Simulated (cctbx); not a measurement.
# MgMn4InS8: as given, inverted or twinned?

Space group Cm (no. 8), a = 12.7160 Å, b = 7.2550 Å, c = 7.2700 Å, α = 90.00°, β = 124.34°, γ = 90.00°.

```
atom  mult.       x       y       z  Ueq (Å²)
 In1      2  0.6121     1/2  0.8412    0.0151
 Mn1      4  0.7394  0.2529  0.4775    0.0112
 Mn2      2  0.9827     1/2  0.4724    0.0246
 Mn3      2  0.9939     1/2  0.9805    0.0443
  S1      2  0.7322       0  0.2434    0.0359
  S2      4  0.5052  0.7728  0.2366    0.0272
  S3      2  0.7264       0  0.6773    0.0243
  S4      2  0.7455     1/2  0.2335    0.0280
  S5      4  0.9857  0.7339  0.7176    0.0356
  S6      2  0.7519     1/2  0.7131    0.0218
 Mg1      2  0.8640       0  0.0939    0.0245
```

This is a model crystal, built by substitution and not relaxed, with assumed displacement parameters.

Data sets are simulated with cctbx and refined with Bijvoet mates kept apart; Flack x is then fitted as the share of an inverted twin with the atoms fixed, Hooft y from the Bijvoet differences. The group is acentric but holds improper operations, so there is an absolute structure (orientation) and no hand.

Untwinned crystal. What Flack and Hooft values should come out?

| λ (Å) | extinction (unmodelled) | d min (Å) | top counts | error (%) | model | R1 | Flack x | s.u. | Hooft y | s.u. | pairs |
| --- | --- | --- | --- | --- | --- | --- | --- | --- | --- | --- | --- |
| 0.71073 | 0.3 | 0.77 | 40000 | 3 | as given | 0.0172 | 0.028 | 0.016 | 0.004 | 0.018 | 655 |
| 0.71073 | 0.3 | 0.77 | 40000 | 3 | inverted | 0.0269 | 0.968 | 0.017 | 1.002 | 0.018 | 655 |
| 1.54184 | 0 | 0.83 | 70000 | 4 | as given | 0.0153 | 0.002 | 0.002 | 0.000 | 0.004 | 530 |

With Mo Kα, x is within 3 s.u. of 0, so the absolute structure is right. With Cu Kα, x is within 3 s.u. of 0, so the absolute structure is right. Inverting the model turns x into about 1 − x.

A further crystal gives:

| λ (Å) | extinction (unmodelled) | d min (Å) | top counts | error (%) | model | R1 | Flack x | s.u. | Hooft y | s.u. | pairs |
| --- | --- | --- | --- | --- | --- | --- | --- | --- | --- | --- | --- |
| 0.56087 | 0.3 | 0.6 | 20000 | 3 | as given | 0.0309 | 0.33 | 0.04 | 0.314 | 0.036 | 1354 |

**Question.** What is it?

It was simulated as an inversion twin with a fraction 0.3 of the inverted domain. Flack x is over 3 s.u. from both 0 and 1 and reads that fraction.

[Logs are printed without paths, hosts, clocks, repeated set-up lines and the standing remarks that a program may print on its own settings, such as how far it seeks lower states.]
